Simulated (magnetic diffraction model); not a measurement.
# HoSiSn2: what an assumed order does to the neutron pattern

Space group Amm2 (no. 38), a = 4.2770 Å, b = 4.2800 Å, c = 21.6650 Å.

| site | atom | x | y | z |
| --- | --- | --- | --- | --- |
| 2a | Ho | 0 | 1/2 | 0.2860 |
| 2b | Ho | 1/2 | 1/2 | 0.0201 |
| 2a | Sn | 0 | 1/2 | 0.1327 |
| 2a | Sn | 0 | 0 | 0.0228 |
| 2b | Sn | 1/2 | 0 | 0.1344 |
| 2b | Sn | 1/2 | 1/2 | 0.3997 |
| 2a | Si | 0 | 0 | 0.3984 |
| 2b | Si | 1/2 | 0 | 0.2736 |

This is a made-up structure (elements placed in a structure type, unrelaxed), so the numbers test the method and describe no known phase.

Only Ho is taken to order (form factors of Ho3+); orders and moment sizes are assumed, and not adapted to the symmetry. Radiation: neutrons of λ = 2.41 Å, 5° to 50°; isotropic B of 0.41 Å² (Ho), 0.45 Å² (Sn) and 0.72 Å² (Si). Simulated constant-wavelength pattern: nuclear and magnetic terms add, the magnetic one as |2.695 fm × Σ f S⊥ exp(2πi Q·r) exp(−B s²)|², summed over all Q at one angle with the factor 1/(sin²θ cos θ). For collinear order S is the moment m, which repeats by lattice and centring translations R with the sign exp(−2πi k·R). Free-ion form factors, Sears's scattering lengths of 1992, no absorption; a label names one of the reflections at its angle. The strongest nuclear line in the range is 100, and lines under 0.2 are left out.

Assume the order k = (0 0 0), collinear moments along [110], 9 μB on Ho; signs + at (0, 1/2, 0.2860), − at (1/2, 1/2, 0.0201).

Predict the pattern, nuclear and magnetic parts apart.

```tsv
2θ (°)	index	nuclear	magnetic
12.77	(0 0 2)	37.6	4091.0
25.71	(0 0 4)	24.1	39.2
32.73	(1 0 0)	0.0	301.0
33.35	(0 1 1)	14.4	329.6
35.26	(1 0 2)	15.8	5.8
38.21	(0 1 3)	14.0	192.6
38.99	(0 0 6)	8.5	379.5
42.08	(1 0 4)	9.9	470.1
46.62	(0 1 5)	0.8	313.3
47.43	(1 1 1)	100.0	250.9
```

The strongest magnetic line in the range is (0 0 2) at 12.77° (4091.0). On top of the Lorentz factor, which all lines share, magnetic lines fade with angle because f falls: for Ho3+ it is 0.96, 0.85, 0.71 and 0.44 at sin θ/λ = 0.1, 0.2, 0.3 and 0.5 Å⁻¹, while nuclear lengths stay constant. The order has no net moment.

[Logs are printed without paths, hosts, clocks, repeated set-up lines and the standing remarks that a program may print on its own settings, such as how far it seeks lower states.]
